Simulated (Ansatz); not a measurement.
Consider SnO2 (Cassiterite).

```yaml
crystal:
  lattice:
    - [4.73800, 0.00000, 0.00000]
    - [0.00000, 4.73800, 0.00000]
    - [0.00000, 0.00000, 3.18650]
  atoms:
    - { symbol: Sn, position: [0.00000, 0.00000, 0.00000] }
    - { symbol: Sn, position: [0.50000, 0.50000, 0.50000] }
    - { symbol: O, position: [0.30710, 0.30710, 0.00000] }
    - { symbol: O, position: [0.19290, 0.80710, 0.50000] }
    - { symbol: O, position: [0.69290, 0.69290, 0.00000] }
    - { symbol: O, position: [0.80710, 0.19290, 0.50000] }
```

The cell and positions come from the Crystallography Open Database and are kept as given unless a step says otherwise.

Gaps computed with Ansatz 0.2.0 without a self-energy: PBE 1.28 eV, PBE+SOC 1.29 eV and HSE06 3.04 eV.

**Question.** What gap should G0W0 on PBE give (4×4×6 mesh, 459 empty bands, screening to 200 eV, hard PAW files)?

About 2.95 eV: on its mesh the run moves the gap from 1.29 eV by +1.66 eV. Among the scalar-relativistic levels given, HSE06 is nearest (+0.09 eV). Bands and cutoff are finite, so the gap is not at the basis limit. The miss can reach some tenths of an eV and take either sign; the mesh is an error of its own. The many-body steps are scalar-relativistic: spin-orbit coupling is not in them.

[Paths, hosts, dates, memory and timing lines, banners, echoed tables and standing remarks are left out of the program output.]

[Logs are printed without paths, hosts, clocks, repeated set-up lines and the standing remarks that a program may print on its own settings, such as how far it seeks lower states.]

[Runs of the session that timed out or met a known fault of the program may be left out.]

[Cells called generated may have been cut or substituted from an entry of the Crystallography Open Database or the Materials Project.]

[Hosts, paths, dates, database ids (printed as entryN), source tags and the programs' standing remarks are cut or masked in the printed files.]
